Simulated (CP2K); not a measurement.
Consider formyloxirane at its PBE geometry (Å).

```xyz
9

O     2.0050    0.1859   -1.3652
C     1.3119   -0.0442   -0.3863
C    -0.0530    0.5233   -0.1822
C    -1.1031   -0.3636    0.3836
O    -0.4791    0.6301    1.2067
H     1.6590   -0.7134    0.4409
H    -0.3458    1.3489   -0.8355
H    -2.1418   -0.1676    0.1052
H    -0.8531   -1.3994    0.6328
```

Method: CP2K XAS_TDP, all-electron GAPW, PBEh(45%), aug-cc-pVDZ, TDA, GW2X-corrected core level, no relativity.

Where do the C K-edge lines lie, and how strong are they?

Leading lines: C2 288.47 eV, C3 291.87 eV and C4 290.38 eV. The leading line of an atom is its first one with 35 % of the strongest within 2.5 eV of its lowest line over the strength cut. Core ionisation energies at this level: C3 294.33, C4 294.49 and C2 295.91 eV.

The first six lines of each atom with a strength over 0.0015:

```csv
atom,energy (eV),states,"strength, one atom",above the computed threshold
"C2 (bonded to C, O and H)",288.47,1,0.0655,
,293.84,1,0.0179,
,294.58,1,0.0016,
,294.94,1,0.0024,
,295.73,1,0.0060,
,295.98,1,0.0027,yes
"C3 (bonded to 2 C, O and H)",289.74,1,0.0132,
,291.87,1,0.0389,
,292.42,1,0.0255,
,292.48,1,0.0083,
,293.39,1,0.0017,
,294.13,1,0.0047,
"C4 (bonded to C, O and 2 H)",290.38,1,0.0339,
,291.65,1,0.0173,
,292.20,1,0.0125,
,292.61,1,0.0224,
,293.55,1,0.0032,
,293.76,1,0.0069,
```

Lines are vertical, at one geometry, with no vibrational structure. GW2X ionisation energies and lines can be off by 1 to 2 eV either way, and a good line position may hide errors that cancel. These values hold no scalar relativity, about 0.1 eV for C 1s. Rydberg lines, and the discretised continuum above threshold, depend on the basis and the box.

[Banner, clock and machine lines of the logs are left out without a mark of their own.]

[Logs are printed without paths, hosts, clocks, repeated set-up lines and the standing remarks that a program may print on its own settings, such as how far it seeks lower states.]

[Hosts, paths, dates, database ids (printed as entryN), source tags and the programs' standing remarks are cut or masked in the printed files.]
